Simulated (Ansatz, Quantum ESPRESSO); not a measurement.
## Ca2Si (Fm-3m): modes at Γ and the response to a field

Which modes does Ca2Si (Fm-3m) have at the zone centre?

Calculated with Quantum ESPRESSO 7.5; DFT LDA, scalar-relativistic, plane waves, JTH PAW pseudopotentials.

### 1. Starting point

Symmetry: Fm-3m, No. 225, cubic system. Conventional cell: a = 7.170 Å, b = 7.170 Å, c = 7.170 Å, α = 90.00°, β = 90.00°, γ = 90.00°. Nearest to Ca lie 4 Si at 3.10 Å. Si has 8 Ca at 3.10 Å nearest. Farther neighbours are not listed.

### 2. A probe with smearing

A cheap run with smearing and empty bands tells whether the crystal has a gap, which decides between fixed occupations and smearing later on.

Contents of probe.in:

```
&control
   calculation = 'scf'
   prefix = 'x'
   outdir = './tmp'
   pseudo_dir = './pseudo'
   tprnfor = .true.
   tstress = .true.
   verbosity = 'high'
/
&system
   ibrav = 2
   celldm(1) = 13.55021625
   nat = 3
   ntyp = 2
   ecutwfc = 40.0
   ecutrho = 200.0
   occupations = 'smearing'
   smearing = 'gaussian'
   degauss = 0.01
/
&electrons
   conv_thr = 1.0d-07
   mixing_beta = 0.7
   electron_maxstep = 100
/
ATOMIC_SPECIES
 Ca     40.0780  Ca.upf
 Si     28.0850  Si.upf
ATOMIC_POSITIONS crystal
 Ca     0.250000000   0.250000000   0.250000000
 Ca     0.750000000   0.750000000   0.750000000
 Si     0.000000000   0.000000000   0.000000000
K_POINTS automatic
 4 4 4 0 0 0
```

The run is started by

```console
OMP_NUM_THREADS=1 mpirun -n 4 pw.x -nk 4 -in probe.in > probe.out
```

Output:

```text
[banners, grids, parts of the stress and lines that vanish by symmetry left out]
Program PWSCF v.7.5
     file Ca.upf: wavefunction(s)  4S 3P 0P 3D 0D renormalized
     file Si.upf: wavefunction(s)  0S 0P renormalized
[...]
kinetic-energy cutoff     =      40.0000  Ry
     charge density cutoff     =     200.0000  Ry
     scf convergence threshold =      1.0E-07
[...]
Exchange-correlation= SLA PW NOGX NOGC
                           (   1   4   0   0   0   0   0)
[...]
48 Sym. Ops., with inversion, found
[...]
(     0          1          0      )
                  (     0          0          1      )
[...]
(  0.0000000  1.0000000  0.0000000 )
                  (  0.0000000  0.0000000  1.0000000 )
[...]
(     1          0         -1      )
                  (     0          0         -1      )
[...]
(     0          1         -1      )
                  (     0          1          0      )
[...]
( -1.0000000  0.0000000  0.0000000 )
                  (  0.0000000  1.0000000  0.0000000 )
[...]
number of k points=     8  Gaussian smearing, width (Ry)=  0.0100
[...]
End of self-consistent calculation
[...]
the Fermi energy is     5.1783 ev
!    total energy              =    -305.12807260 Ry
[...]
convergence has been achieved in   8 iterations
[...]
atom    1 type  1   force =    -0.00000000   -0.00000000    0.00000000
     atom    2 type  1   force =     0.00000000   -0.00000000   -0.00000000
     atom    3 type  2   force =     0.00000000    0.00000000   -0.00000000
[...]
Total force =     0.000000     Total SCF correction =     0.000000
[...]
total   stress  (Ry/bohr**3)                   (kbar)     P=      -26.91
[...]
XML data file, charge density, pseudopotentials, collected wavefunctions

   JOB DONE.
```

Elapsed: 4.1 s, on 4 MPI ranks of Arm Neoverse V1, shared host; 16 s of CPU time.

This step gave:

```
volume per atom   : 30.72 Å³
pressure          : -2.691 GPa
gap on the k-mesh : 0.5004 eV
```

A gap of 0.50 eV opens on this mesh, so the crystal is taken as an insulator; the start stands at -2.7 GPa.

### 3. Relaxing the cell and atoms

The harmonic expansion starts where the forces on the atoms vanish, and stress shifts the frequencies, so cell and atoms are relaxed with tight thresholds.

Contents of relax.in:

```
&control
   calculation = 'vc-relax'
   prefix = 'x'
   outdir = './tmp'
   pseudo_dir = './pseudo'
   tprnfor = .true.
   tstress = .true.
   forc_conv_thr = 2.0d-05
   etot_conv_thr = 1.0d-07
   nstep = 40
/
&system
   ibrav = 2
   celldm(1) = 13.55021625
   nat = 3
   ntyp = 2
   ecutwfc = 40.0
   ecutrho = 200.0
   occupations = 'fixed'
   nbnd = 14
/
&electrons
   conv_thr = 1.0d-11
   mixing_beta = 0.7
   electron_maxstep = 100
/
&ions
/
&cell
   press_conv_thr = 0.2
/
ATOMIC_SPECIES
 Ca     40.0780  Ca.upf
 Si     28.0850  Si.upf
ATOMIC_POSITIONS crystal
 Ca     0.250000000   0.250000000   0.250000000
 Ca     0.750000000   0.750000000   0.750000000
 Si     0.000000000   0.000000000   0.000000000
K_POINTS automatic
 8 8 8 0 0 0
```

The run is started by

```console
OMP_NUM_THREADS=1 mpirun -n 4 pw.x -nk 4 -in relax.in > relax.out
```

Output:

```text
[banners, grids, parts of the stress and lines that vanish by symmetry left out]
[banner, memory and clock lines left out]
Program PWSCF v.7.5

[...]
kinetic-energy cutoff     =      40.0000  Ry
     charge density cutoff     =     200.0000  Ry
     scf convergence threshold =      1.0E-11
[...]
energy convergence thresh.=      1.0E-07
     force convergence thresh. =      2.0E-05
     press convergence thresh. =      2.0E-01
     Exchange-correlation= SLA PW NOGX NOGC
                           (   1   4   0   0   0   0   0)
[...]
48 Sym. Ops., with inversion, found
[...]
number of k points=    29
[...]
c_bands:  2 eigenvalues not converged
[...]
End of self-consistent calculation
[...]
highest occupied, lowest unoccupied level (ev):     4.8941    5.4054
!    total energy              =    -305.12916651 Ry
[...]
convergence has been achieved in  13 iterations
[...]
atom    1 type  1   force =     0.00000000    0.00000000    0.00000000
     atom    2 type  1   force =     0.00000000    0.00000000   -0.00000000
     atom    3 type  2   force =     0.00000000    0.00000000   -0.00000000
     Total force =     0.000000     Total SCF correction =     0.000000
[...]
total   stress  (Ry/bohr**3)                   (kbar)     P=      -26.76
[...]
number of bfgs steps    =   0
[...]
CELL_PARAMETERS (alat= 13.55021625)
[...]
ATOMIC_POSITIONS (crystal)
Ca               0.2500000000        0.2500000000        0.2500000000
Ca               0.7500000000        0.7500000000        0.7500000000
Si              -0.0000000000       -0.0000000000        0.0000000000
[...]
New effective cutoffs (rho, wfc):  201.36   40.36
[...]
End of self-consistent calculation
[...]
highest occupied, lowest unoccupied level (ev):     5.0063    5.4982
!    total energy              =    -305.13057478 Ry
[...]
convergence has been achieved in   9 iterations
[...]
atom    1 type  1   force =     0.00000000    0.00000000    0.00000000
     atom    2 type  1   force =     0.00000000    0.00000000   -0.00000000
     atom    3 type  2   force =     0.00000000    0.00000000    0.00000000
     Total force =     0.000000     Total SCF correction =     0.000000
[...]
total   stress  (Ry/bohr**3)                   (kbar)     P=      -22.24
[...]
number of bfgs steps    =   1
[...]
WARNING: bfgs curvature condition failed, Theta= 0.972
[...]
CELL_PARAMETERS (alat= 13.55021625)
[...]
ATOMIC_POSITIONS (crystal)
Ca               0.2500000000        0.2500000000        0.2500000000
[...]
New effective cutoffs (rho, wfc):  204.15   40.92
[...]
End of self-consistent calculation
[...]
highest occupied, lowest unoccupied level (ev):     5.1788    5.6403
!    total energy              =    -305.13216240 Ry
[...]
convergence has been achieved in  11 iterations
[...]
atom    1 type  1   force =     0.00000000   -0.00000000    0.00000000
     atom    2 type  1   force =    -0.00000000   -0.00000000    0.00000000
     atom    3 type  2   force =     0.00000000    0.00000000   -0.00000000
     Total force =     0.000000     Total SCF correction =     0.000000
[...]
total   stress  (Ry/bohr**3)                   (kbar)     P=      -14.93
[...]
number of bfgs steps    =   2
[...]
CELL_PARAMETERS (alat= 13.55021625)
[...]
ATOMIC_POSITIONS (crystal)
[...]
New effective cutoffs (rho, wfc):  208.44   41.78
[...]
End of self-consistent calculation
[...]
highest occupied, lowest unoccupied level (ev):     5.4479    5.8606
!    total energy              =    -305.13328807 Ry
[...]
convergence has been achieved in  11 iterations
[...]
atom    1 type  1   force =     0.00000000    0.00000000    0.00000000
     atom    2 type  1   force =     0.00000000    0.00000000    0.00000000
     atom    3 type  2   force =     0.00000000    0.00000000    0.00000000
     Total force =     0.000000     Total SCF correction =     0.000000
[...]
total   stress  (Ry/bohr**3)                   (kbar)     P=       -2.70
[...]
number of bfgs steps    =   3
[...]
CELL_PARAMETERS (alat= 13.55021625)
[...]
ATOMIC_POSITIONS (crystal)
[...]
New effective cutoffs (rho, wfc):  209.38   41.97
[...]
End of self-consistent calculation
[...]
highest occupied, lowest unoccupied level (ev):     5.5074    5.9091
!    total energy              =    -305.13332234 Ry
[...]
convergence has been achieved in   9 iterations
[...]
atom    1 type  1   force =    -0.00000000   -0.00000000   -0.00000000
     atom    2 type  1   force =     0.00000000    0.00000000    0.00000000
     atom    3 type  2   force =     0.00000000    0.00000000    0.00000000
     Total force =     0.000000     Total SCF correction =     0.000000
[...]
total   stress  (Ry/bohr**3)                   (kbar)     P=        0.14
[...]
number of bfgs steps    =   4
[...]
CELL_PARAMETERS (alat= 13.55021625)
[...]
ATOMIC_POSITIONS (crystal)
[...]
New effective cutoffs (rho, wfc):  209.34   41.96
[...]
End of self-consistent calculation
[...]
highest occupied, lowest unoccupied level (ev):     5.5044    5.9066
!    total energy              =    -305.13332244 Ry
[...]
convergence has been achieved in   6 iterations
[...]
atom    1 type  1   force =     0.00000000    0.00000000   -0.00000000
     atom    2 type  1   force =     0.00000000    0.00000000   -0.00000000
     atom    3 type  2   force =    -0.00000000   -0.00000000   -0.00000000
     Total force =     0.000000     Total SCF correction =     0.000000
[...]
total   stress  (Ry/bohr**3)                   (kbar)     P=       -0.00
[...]
bfgs converged in   6 scf cycles and   5 bfgs steps
[...]
End of BFGS Geometry Optimization
     Final enthalpy           =    -305.1333224385 Ry
     File ./tmp/x.bfgs deleted, as requested
[...]
CELL_PARAMETERS (alat= 13.55021625)
[...]
ATOMIC_POSITIONS (crystal)
[...]
Ca               0.7500000000        0.7500000000        0.7500000000
Si               0.0000000000        0.0000000000       -0.0000000000
[...]
Final scf calculation at the relaxed structure.
[...]
kinetic-energy cutoff     =      40.0000  Ry
     charge density cutoff     =     200.0000  Ry
     scf convergence threshold =      1.0E-13
[...]
press convergence thresh. =      2.0E-01
     Exchange-correlation= SLA PW NOGX NOGC
                           (   1   4   0   0   0   0   0)
[...]
48 Sym. Ops., with inversion, found
[...]
number of k points=    29
[...]
c_bands:  1 eigenvalues not converged
[...]
End of self-consistent calculation
[...]
highest occupied, lowest unoccupied level (ev):     5.5045    5.9068
!    total energy              =    -305.13317193 Ry
[...]
convergence has been achieved in  13 iterations
[...]
atom    1 type  1   force =    -0.00000000   -0.00000000   -0.00000000
     atom    2 type  1   force =     0.00000000    0.00000000    0.00000000
     atom    3 type  2   force =    -0.00000000    0.00000000   -0.00000000
     Total force =     0.000000     Total SCF correction =     0.000000
[...]
total   stress  (Ry/bohr**3)                   (kbar)     P=       -0.48
[...]
XML data file, charge density, pseudopotentials, collected wavefunctions
```

Run time: 64 s. Hardware: 4 MPI ranks.

Relaxation path:

| step | energy less that of the first step (eV) | largest force (eV/Å) | pressure (GPa) | volume (Å³) |
| --- | --- | --- | --- | --- |
| 1 | 0.0000 | 0.0000 | -2.68 | 92.17 |
| 2 | -0.0192 | 0.0000 | -2.22 | 90.92 |
| 3 | -0.0408 | 0.0000 | -1.49 | 89.06 |
| 4 | -0.0561 | 0.0000 | -0.27 | 86.32 |
| 5 | -0.0565 | 0.0000 | 0.01 | 85.74 |
| 6 | -0.0565 | 0.0000 | 0.00 | 85.77 |
| 7 | -0.0545 | 0.0000 | -0.05 | 85.77 |

| conventional cell, symmetrised | before | after | change |
| --- | --- | --- | --- |
| a (Å) | 7.170 | 7.001 | -2.4 % |
| b (Å) | 7.170 | 7.001 | -2.4 % |
| c (Å) | 7.170 | 7.001 | -2.4 % |
| volume (Å³/atom) | 30.72 | 28.59 | -6.9 % |

Final coordinates:

```cif
data_structure
_symmetry_space_group_name_H-M 'P 1'
_symmetry_Int_Tables_number 1
_cell_length_a 4.9502
_cell_length_b 4.9502
_cell_length_c 4.9502
_cell_angle_alpha 60.000
_cell_angle_beta 60.000
_cell_angle_gamma 60.000
_cell_volume 85.77
loop_
_atom_site_label
_atom_site_type_symbol
_atom_site_fract_x
_atom_site_fract_y
_atom_site_fract_z
_atom_site_occupancy
Ca1 Ca 0.25000 0.25000 0.25000 1
Ca2 Ca 0.75000 0.75000 0.75000 1
Si3 Si 0.00000 0.00000 0.00000 1
```

The last row of the table of steps is pw.x's closing run on a basis chosen anew for the final cell, so its energy can jump.

Numbers from this step:

| Property | Result |
| --- | --- |
| volume per atom | 28.59 Å³ |
| pressure | -0.04800 GPa |
| gap on the k-mesh | 0.4023 eV |

The volume changes by -6.9 % from the cell with which this run began.

### 4. Ground state

The response is built on this ground state, so it is converged far tighter than an energy would need. With a gap, occupations are fixed, which also allows the response to an electric field.

Contents of scf.in:

```
&control
   calculation = 'scf'
   prefix = 'x'
   outdir = './tmp'
   pseudo_dir = './pseudo'
   tprnfor = .true.
   tstress = .true.
/
&system
   ibrav = 2
   celldm(1) = 13.22916745
   nat = 3
   ntyp = 2
   ecutwfc = 40.0
   ecutrho = 200.0
   occupations = 'fixed'
   nbnd = 14
/
&electrons
   conv_thr = 1.0d-12
   mixing_beta = 0.7
   electron_maxstep = 100
/
ATOMIC_SPECIES
 Ca     40.0780  Ca.upf
 Si     28.0850  Si.upf
ATOMIC_POSITIONS crystal
 Ca     0.250000000   0.250000000   0.250000000
 Ca     0.750000000   0.750000000   0.750000000
 Si     0.000000000   0.000000000   0.000000000
K_POINTS automatic
 8 8 8 0 0 0
```

The run is started by

```console
OMP_NUM_THREADS=1 mpirun -n 4 pw.x -nk 4 -in scf.in > scf.out
```

Output:

```text
[banners, grids, parts of the stress and lines that vanish by symmetry left out]
[banner, memory and clock lines left out]
Program PWSCF v.7.5

[...]
kinetic-energy cutoff     =      40.0000  Ry
     charge density cutoff     =     200.0000  Ry
     scf convergence threshold =      1.0E-12
[...]
Exchange-correlation= SLA PW NOGX NOGC
                           (   1   4   0   0   0   0   0)
[...]
48 Sym. Ops., with inversion, found
[...]
number of k points=    29
[...]
c_bands:  1 eigenvalues not converged
[...]
c_bands:  1 eigenvalues not converged
     c_bands:  2 eigenvalues not converged
[...]
c_bands:  1 eigenvalues not converged
[...]
End of self-consistent calculation
[...]
highest occupied, lowest unoccupied level (ev):     5.5045    5.9068
!    total energy              =    -305.13317193 Ry
[...]
convergence has been achieved in  13 iterations
[...]
atom    1 type  1   force =     0.00000000    0.00000000    0.00000000
     atom    2 type  1   force =     0.00000000    0.00000000    0.00000000
     atom    3 type  2   force =     0.00000000    0.00000000    0.00000000
     Total force =     0.000000     Total SCF correction =     0.000000
[...]
total   stress  (Ry/bohr**3)                   (kbar)     P=       -0.48
[...]
XML data file, charge density, pseudopotentials, collected wavefunctions
```

Run time: 15 s. Hardware: 4 MPI ranks.

The cell stands at -0.048 GPa, close enough for phonons.

(Continued in part 2 of 3.)

[Host names and launcher messages were left out of these logs when they were recorded.]

[Logs are printed without paths, hosts, clocks, repeated set-up lines and the standing remarks that a program may print on its own settings, such as how far it seeks lower states.]

[Hosts, paths, dates, database ids (printed as entryN), source tags and the programs' standing remarks are cut or masked in the printed files.]
